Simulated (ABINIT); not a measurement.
# CsPbCl3 (Pm-3m): a self-consistent loop beyond G0W0, cycle by cycle, part 3 of 3

Aim: iterate the self-energy on CsPbCl3 (Pm-3m) and follow the gap from cycle to cycle.

ABINIT 10.8.3; PBE and many-body steps on it, plane waves. Known limits of the many-body steps: not at the basis limit; no spin-orbit coupling; coarse k mesh.

So far. Step 10 (evGW, cycle 1): Against G0W0 in ABINIT (2×2×2 mesh, 240 bands, screening to 130.6 eV, Godby-Needs plasmon pole), the gap moves by +0.547 eV. Step 13 (evGW, cycle 2): Against the cycle before, the gap moves by +0.048 eV.

### Step 15. Screening, 2×2×2 mesh, 240 bands, screening to 130.6 eV

This step: RPA screening on PBE from quasiparticle energies, plane waves, norm-conserving pseudopotentials.

Contents of run.abi:

```
acell 3*1.0 Angstrom
rprim 
  5.605000000000 0.000000000000 0.000000000000
  0.000000000000 5.605000000000 0.000000000000
  0.000000000000 0.000000000000 5.605000000000
ntypat 3
znucl 55 82 17
natom 5
typat 1 2 3 3 3
xred 
  0.000000000000 0.000000000000 0.000000000000
  0.500000000000 0.500000000000 0.500000000000
  0.500000000000 0.500000000000 0.000000000000
  0.000000000000 0.500000000000 0.500000000000
  0.500000000000 0.000000000000 0.500000000000
pp_dirpath "pseudos"
pseudos "Cs.upf, Pb.upf, Cl.upf"
ecut 32
ngkpt 2 2 2
nshiftk 1
shiftk 0 0 0
kptopt 1
chksymbreak 0
istwfk *1
occopt 1
irdwfk 1
optdriver 3
nband 240
ecuteps 4.8
inclvkb 2
awtr 1
symchi 1
irdqps 1
gwcalctyp 10
nqptdm 3
qptdm 
  0.5000000000 0.0000000000 0.0000000000
  0.5000000000 0.5000000000 0.0000000000
  0.5000000000 0.5000000000 0.5000000000
indata_prefix "in"
outdata_prefix "out"
tmpdata_prefix "tmp"
```

Contents of mrgscr.stdin:

```
2
merged
q0_SCR
out_SCR
1
```

Started as:

```bash
$ OMP_NUM_THREADS=1 mpirun -n 4 abinit run.abi > log; mrgscr < mrgscr.stdin
```

Numbers of over 12 decimals in the logs are rounded to 6 here.

Output:

```text
.Version 10.8.3 of ABINIT. v10.8.2 released Aug 2026.

 Symmetries : space group Pm -3 m (#221); Bravais cP (primitive cubic)
[... echo of the input left out ...]
== DATASET  1 ==================================================================
-   mpi_nproc: 4, omp_nthreads: 1 (-1 if OMP is not activated)

--- !DatasetInfo
iteration_state: {dtset: 1, }
dimensions: {natom: 5, nkpt: 4, mband: 240, nsppol: 1, nspinor: 1, nspden: 1, mpw: 10280, }
cutoff_energies: {ecut:  32.0, pawecutdg:  -1.0, }
[...]
q-point number  1        q = ( 0.500000, 0.000000, 0.000000) [r.l.u.]
--------------------------------------------------------------------------------
[... chi0 elements left out ...]
  Average fulfillment of the sum rule on Im[epsilon] for q-point    2 :     86.25  [%]

--------------------------------------------------------------------------------
  q-point number  2        q = ( 0.500000, 0.500000, 0.000000) [r.l.u.]
--------------------------------------------------------------------------------
[... chi0 elements left out ...]
  Average fulfillment of the sum rule on Im[epsilon] for q-point    3 :     84.17  [%]

 [... 1 further q-points ...]
```

Run time: 32 s. Hardware: 4 MPI ranks of Arm Neoverse V2, shared host; peak memory 1.9 GiB.

This step gave:

```yaml
plasma_frequency: 20.18 eV
plane_waves_in_the_screening_matrix: 619
```

This screening reads the quasiparticle levels of the cycle before.

### Step 16. evGW, cycle 3

This step: evGW on PBE, plane waves, norm-conserving pseudopotentials.

Edit run.abi of step 15 so:

```diff
@@ -26,12 +26,10 @@
 irdwfk 1
-optdriver 3
+optdriver 4
 nband 240
-ecuteps 4.8
-inclvkb 2
-awtr 1
-symchi 1
-irdqps 1
 gwcalctyp 10
-nqptdm 3
-qptdm 
+ecutsigx 32
+symsigma 1
+nkptgw 4
+kptgw 
+  0.0000000000 0.0000000000 0.0000000000
   0.5000000000 0.0000000000 0.0000000000
@@ -39,2 +37,11 @@
   0.5000000000 0.5000000000 0.5000000000
+bdgw 
+  14 63
+  14 63
+  14 63
+  14 63
+ecuteps 4.8
+irdscr 1
+ppmodel 1
+irdqps 1
 indata_prefix "in"
```

Started as:

```bash
$ OMP_NUM_THREADS=1 mpirun -n 4 abinit run.abi > log
```

Output:

```text
.Version 10.8.3 of ABINIT. v10.8.2 released Aug 2026.

 Symmetries : space group Pm -3 m (#221); Bravais cP (primitive cubic)
[... echo of the input left out ...]
== DATASET  1 ==================================================================
-   mpi_nproc: 4, omp_nthreads: 1 (-1 if OMP is not activated)

--- !DatasetInfo
iteration_state: {dtset: 1, }
dimensions: {natom: 5, nkpt: 4, mband: 240, nsppol: 1, nspinor: 1, nspden: 1, mpw: 10280, }
cutoff_energies: {ecut:  32.0, pawecutdg:  -1.0, }
[...]
.  kptgw no:  2; Maximum DeltaE = (   0.003   0.000) for band index: 34
.  kptgw no:  3; Maximum DeltaE = (   0.003  -0.002) for band index: 44
.  kptgw no:  4; Maximum DeltaE = (   0.002   0.001) for band index: 48

== END DATASET(S) ==============================================================
================================================================================

 -outvars: echo values of variables after computation  --------
           etotal      0.0000000000E+00
            nband         240
             nkpt           4
          spgroup         221
 [... the other variables as echoed above ...]

 Calculation completed.
```

The job ended after 15 min (4 MPI ranks; peak memory 3.8 GiB; 59 min of CPU time).

Numbers from this step:

```yaml
quasiparticle_gap_on_the_mesh: 3.807 eV
gap_of_the_density_functional_on_the_mesh: 1.932 eV
k_of_the_valence_top: 0.5, 0.5, 0.5
k_of_the_conduction_bottom: 0.5, 0.5, 0.5
least_direct_quasiparticle_gap_on_the_computed_points: 3.807 eV
```

Against the cycle before, the gap moves by +0.006 eV.

### Step 17. Side by side

Times are wall times on 4 MPI ranks of Arm Neoverse V2, shared host, good to a factor of about two. A run's time includes the screening step that it read.

```tsv
run	mesh	bands	screening cutoff (eV)	DFT gap (eV)	gap on the mesh (eV)	direct (eV)	ε∞ used	time
G0W0	2×2×2	240	130.6	1.932	3.206	3.206	7.22	2.2 min
evGW0, cycle 1	2×2×2	240	130.6	1.932	3.507	3.507	7.22	16 min
evGW0, cycle 2	2×2×2	240	130.6	1.932	3.387	3.387	7.22	17 min
evGW0, cycle 3	2×2×2	240	130.6	1.932	3.396	3.396	7.22	16 min
evGW, cycle 1	2×2×2	240	130.6	1.932	3.753	3.753	5.30	16 min
evGW, cycle 2	2×2×2	240	130.6	1.932	3.801	3.801	5.02	16 min
evGW, cycle 3	2×2×2	240	130.6	1.932	3.807	3.807	4.99	16 min
```

### Step 18. What came out

* G0W0: 3.206 eV
* evGW0, cycle 1: 3.507 eV
* evGW0, cycle 2: 3.387 eV
* evGW0, cycle 3: 3.396 eV
* evGW, cycle 1: 3.753 eV
* evGW, cycle 2: 3.801 eV
* evGW, cycle 3: 3.807 eV
* known limits: not at the basis limit; no spin-orbit coupling; coarse k mesh

Only the bands that the input lists are updated; the others, empty or deep, keep the functional's energies or take a rigid shift. The evGW loop starts from the last levels of evGW0, so its cycles and time come on top of those. evGW0 ends at 3.40 eV, +0.19 eV from G0W0, after 3 cycles that took 45 min beside the first screening; the last moved the gap by 0.009 eV. evGW ends at 3.81 eV, +0.60 eV from G0W0, after 3 cycles that took 49 min beside the first screening; the last moved the gap by 0.006 eV. The first cycle of evGW0 takes the full correction, without the factor Z, so it overshoots the one-shot value. Bands and cutoff are finite, so the gap is not at the basis limit. The miss can reach some tenths of an eV and take either sign; the mesh is an error of its own. The 2×2×2 mesh is coarse for this cell, which bears on the long-range parts of exchange and screening. Where an edge is built on 6p states of lead, bismuth or thallium, scalar-relativistic gaps usually stand too wide, by a few tenths to over one eV. This is the ideal cubic cell; many perovskites, halides above all, are cubic only on average, and local tilts or off-centring can widen the gap. In the updated screening the q = 0 part is built from Kohn-Sham bands under a rigid shift, the other q from the quasiparticle levels. The many-body steps are scalar-relativistic: spin-orbit coupling is not in them.

[Paths, hosts, dates, memory and timing lines, banners, echoed tables and standing remarks are left out of the program output.]

[Logs are printed without paths, hosts, clocks, repeated set-up lines and the standing remarks that a program may print on its own settings, such as how far it seeks lower states.]

[Runs of the session that timed out or met a known fault of the program may be left out.]

[Hosts, paths, dates, database ids (printed as entryN), source tags and the programs' standing remarks are cut or masked in the printed files.]

[G0W0 gaps are taken among the corrected bands and points alone; a level outside them can change the order at an edge.]

[Where Ansatz stands beside ABINIT at settings called matched, ABINIT's density can come from a denser mesh and the files from another edition; pairs whose starting gaps differed by over 0.03 eV were left out, so agreement reads better than it is.]
